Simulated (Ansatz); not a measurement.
# Mg2BeN2: complex band structure, part 4 of 4

Aim: relax a made-up compound, Mg2BeN2, and see how good a tunnel barrier it would be. It is built by putting N for P, Be for Ba in the BaMg2P2 structure of space group P-3m1, with the volume rescaled by atomic radii. The parent structure comes from the Materials Project.

Ansatz 0.2.0; r2SCAN DFT, plane waves, PAW files (the session's first sound run).

So far, gap on the k-mesh (eV): step 3 (the bulk crystal and its band edges, r2SCAN) 1.90; step 4 (complex bands, plane (001), k-mesh 8×8×6, r2SCAN) 1.90; step 7 (r2SCAN norm-conserving, cutoff 1520.19 eV) 1.93.

The structure was built from a prototype and need not be the compound's stable phase.

## (9) The same cell, other settings: output.transmission.temperature = 150.0

This step: r2SCAN DFT, plane waves, PAW files; complex bands by layer matching along the plane's normal; changed: output.transmission.temperature = 150.0 (Ansatz 0.2.0).

This run repeats an earlier one, its twin (the complex run, plane (001)), with one setting changed (output.transmission.temperature; files written aside). It is meant to test how the leads' temperature enters. Where the input is shown as a difference, that is against the step before, not the twin.

input.yaml reads:

```yaml
crystal:
  lattice:
    - [3.357053445, 0.0, 0.0]
    - [1.678526723, 2.907293566, 0.0]
    - [0.0, 0.0, 5.085198446]
  atoms:
    - { symbol: Be, position: [0.0, 0.0, 0.0] }
    - { symbol: Mg, position: [0.3333333333, 0.3333333333, 0.3133598873] }
    - { symbol: Mg, position: [0.6666666667, 0.6666666667, 0.6866401127] }
    - { symbol: "N", position: [0.3333333333, 0.3333333333, 0.7799519831] }
    - { symbol: "N", position: [0.6666666667, 0.6666666667, 0.2200480169] }
kpoints:
  mp_grid: { grid: [8, 8, 6] }
scf:
  occupations: { method: fixed }
hamiltonian:
  xc: r2scan
output:
  eigenvalues: true
  transmission:
    leads: [[0, 0]]
    kpoints: [[0.0, 0.0], [0.5, 0.0]]
    e_range: [-1.0, 2.9]
    de: 0.07
    temperature: 150.0
```

The run is started by

```
$ ansatz run input.yaml --threads 2 --pin off --max-ram 4096MiB --backend cpu --events-out ev --progress --plain --runs-dir out
```

Numbers of over 12 decimals in the logs are rounded to 6 here.

The log of the run:

```text
[...]
Crystal: 5 atoms, lattice volume = 49.631 Å³
Basis set: ecut = 500 eV, 1267 PW (Γ), exchange–correlation on 100×100×160 points (64 copies of the dense FFT grid, shifted against one another)
Bands: 21, of which v1, the nominal top of the filled ones, is band 16 counted from 1 (15 counted from 0)
Symmetry: 12 space group operations
[...]
k-points: 50 of 384
[...]
SCF iter   1: F=—  HF=-4717.525116 eV  |F-HF|=—  |Δ(HF+E_count)|=         —  Δρ=9.32e-3  dr2=2.69e-2  dr2_τ=1.76e-1  ethr=1.77e-3  ⟨swp⟩=5.0  Hψ=4503  notcnv=0  defer=144
[...]
SCF iter   7: F=-4717.716101 eV  HF=-4717.716101 eV  |F-HF|=6.69e-9  |Δ(HF+E_count)|=   2.99e-7  Δρ=4.00e-6  dr2=8.34e-9  dr2_τ=1.62e-10  ethr=3.13e-10  ⟨swp⟩=6.2  Hψ=4182  notcnv=0
SCF 1 converged in 7 iterations: F = -4717.716101 eV  dr2 = 8.34e-9
[...]
transmission: 7 of 14 steps passed
transmission: 14 of 14 steps passed
SCF converged after 7 iterations
Free energy (F): -4717.716101 eV
[...]
Internal energy: -4717.716101 eV  (E = F + TS)
E sigma→0 (E₀):  -4717.716101 eV
Fermi energy:    8.544614 eV
[...]
--- Band table (eV; the first three rows and the last of 50) ---
  k-point 0: bands = [... 12 lower, 6.8698, 7.2010, 7.2010, 8.5446, 10.4472, 12.4509, 15.6611, 15.6611, ... 1 higher]
  k-point 1: bands = [... 12 lower, 6.8916, 7.1827, 7.1827, 7.7893, 11.0586, 12.5137, 15.6096, 15.6096, ... 1 higher]
  k-point 2: bands = [... 12 lower, 6.9480, 6.9480, 7.1332, 7.1332, 11.7860, 12.7950, 15.5147, 15.5147, ... 1 higher]
  k-point 49: bands = [... 12 lower, 4.0749, 4.6546, 7.6621, 7.7150, 13.6386, 14.4547, 15.3281, 15.4499, ... 1 higher]
--- Transmission ---
  basis      : 109 plane waves across, 7 finite elements along
  points     : 2, as listed
[...]
crystal 0  : Be1N2Mg2, at the sites [0, 0], period 5.0852 Å: whole cells are its period
[...]
channels       : 0.000000e0 a spin
[...]
slowest decay  : 0.1434 /Å at (0.0000, 0.0000)
```

It took 2.9 s on 2 threads of AMD EPYC 9R45, shared host; peak memory 0.49 GiB.

This step gave:

```
free energy                                               : -4717.7161 eV
Fermi energy                                              : 8.545 eV
gap on the k-mesh                                         : 1.903 eV
level to which the leads are filled                       : 0.9513 eV from the Fermi level
decay constant at the filling level, zone centre          : 0.1434 Å⁻¹
decay constant at the filling level, slowest listed point : 0.1434 Å⁻¹
```

K parallel (0, 0); values up to 1.5 1/Å, a degenerate pair printed once or twice; energies at which all values exceed this have no row. Table of Im kz of the slowest decaying states by energy, zero at the highest filled level on the SCF mesh:

```tsv
energy (eV)	decay 1 (Å⁻¹)	decay 2 (Å⁻¹)	decay 3 (Å⁻¹)
-1.00	0.929	1.15	-
-0.79	0.983	1.14	-
-0.65	1.01	1.13	-
-0.44	1.03	1.11	-
-0.30	1.05	1.10	-
-0.09	1.06	1.09	-
-0.02	1.06	1.08	-
0.12	0.0683	1.07	1.07
0.26	0.0966	1.06	1.08
0.47	0.122	1.05	1.08
0.68	0.136	1.03	1.08
0.82	0.141	1.02	1.08
1.03	0.143	1.01	1.08
1.17	0.141	0.994	1.08
1.38	0.130	0.977	1.07
1.59	0.109	0.959	1.07
1.73	0.0852	0.946	1.06
1.94	0.926	1.06	-
2.15	0.905	1.05	-
2.29	0.890	1.04	-
2.50	0.865	1.03	-
2.64	0.846	1.03	-
2.85	0.814	1.02	-
```

K parallel (0, 0). Table of Re kz of states that move upwards, channel 1 by energy, zero at the highest filled level on the SCF mesh:

```tsv
energy (eV)	Re kz of states that move upwards, channel 1 (Å⁻¹)
-1.00	-0.247
-0.93	-0.235
-0.79	-0.212
-0.72	-0.200
-0.58	-0.175
-0.51	-0.162
-0.37	-0.134
-0.30	-0.119
-0.16	-0.0840
-0.09	-0.0619
-0.02	-0.0284
0.05	-
0.12	-
0.26	-
0.33	-
0.47	-
0.54	-
0.68	-
0.75	-
0.89	-
0.96	-
1.10	-
1.17	-
1.31	-
1.38	-
1.52	-
1.59	-
1.73	-
1.80	-
1.94	0.0428
2.01	0.0739
2.15	0.117
2.22	0.136
2.36	0.170
2.43	0.186
2.57	0.219
2.64	0.236
2.78	0.269
2.85	0.287
```

K parallel (0.5, 0); values up to 1.5 1/Å, a degenerate pair printed once or twice; energies at which all values exceed this have no row. Im kz of the slowest decaying states against energy, zero at the highest filled level on the SCF mesh:

```tsv
energy (eV)	decay 1 (Å⁻¹)	decay 2 (Å⁻¹)	decay 3 (Å⁻¹)
-1.00	0.196	0.230	1.10
-0.79	0.241	0.333	1.08
-0.65	0.263	0.379	1.07
-0.44	0.289	0.432	1.06
-0.30	0.303	0.460	1.04
-0.09	0.320	0.495	1.03
-0.02	0.325	0.505	1.02
0.12	0.333	0.523	1.01
0.26	0.340	0.539	0.997
0.47	0.348	0.560	0.979
0.68	0.353	0.577	0.960
0.82	0.355	0.586	0.948
1.03	0.356	0.598	0.929
1.17	0.356	0.605	0.916
1.38	0.354	0.614	0.896
1.59	0.349	0.621	0.876
1.73	0.345	0.624	0.862
1.94	0.337	0.629	0.840
2.15	0.327	0.631	0.818
2.29	0.318	0.632	0.802
2.50	0.303	0.633	0.778
2.64	0.292	0.633	0.762
2.85	0.271	0.631	0.736
```

The temperature enters the conductance and not T(E) itself. No conductance was computed here for it to change.

## (10) Outcome

| Item | Value |
| --- | --- |
| band gap | 1.90 eV |
| least decay constant at mid-gap, normal to (001) | 0.143 Å⁻¹ |
| least decay constant at mid-gap, normal to (100) | 0.203 Å⁻¹ |
| least decay constant on a mesh, normal to (001) | 0.143 Å⁻¹ |
| least decay constant, norm-conserving files | 0.145 Å⁻¹ |

What this shows: With r2SCAN, the slowest decay at the wavevectors tried is κ = 0.143 Å⁻¹, normal to (001). Through such a film the transmission near mid-gap falls as exp(−2κd), a factor of ten every 8.0 Å. The decay depends on direction: 1.4 times faster normal to (100). A free electron under a barrier of half the gap would need a mass of 0.082 mₑ to decay at this rate. With norm-conserving files the gap goes from 1.90 to 1.93 eV and the decay constant, over the first 2 listed wavevectors, from 0.143 to 0.145 Å⁻¹. The compound is made up by substitution; its stability against other phases and against distortions of the cell's symmetry was not tested. r2SCAN still narrows gaps, if less than LDA and GGA do, so real decay constants are likely larger.

[Logs are printed without paths, hosts, clocks, repeated set-up lines and the standing remarks that a program may print on its own settings, such as how far it seeks lower states.]

[Hosts, paths, dates, database ids (printed as entryN), source tags and the programs' standing remarks are cut or masked in the printed files.]
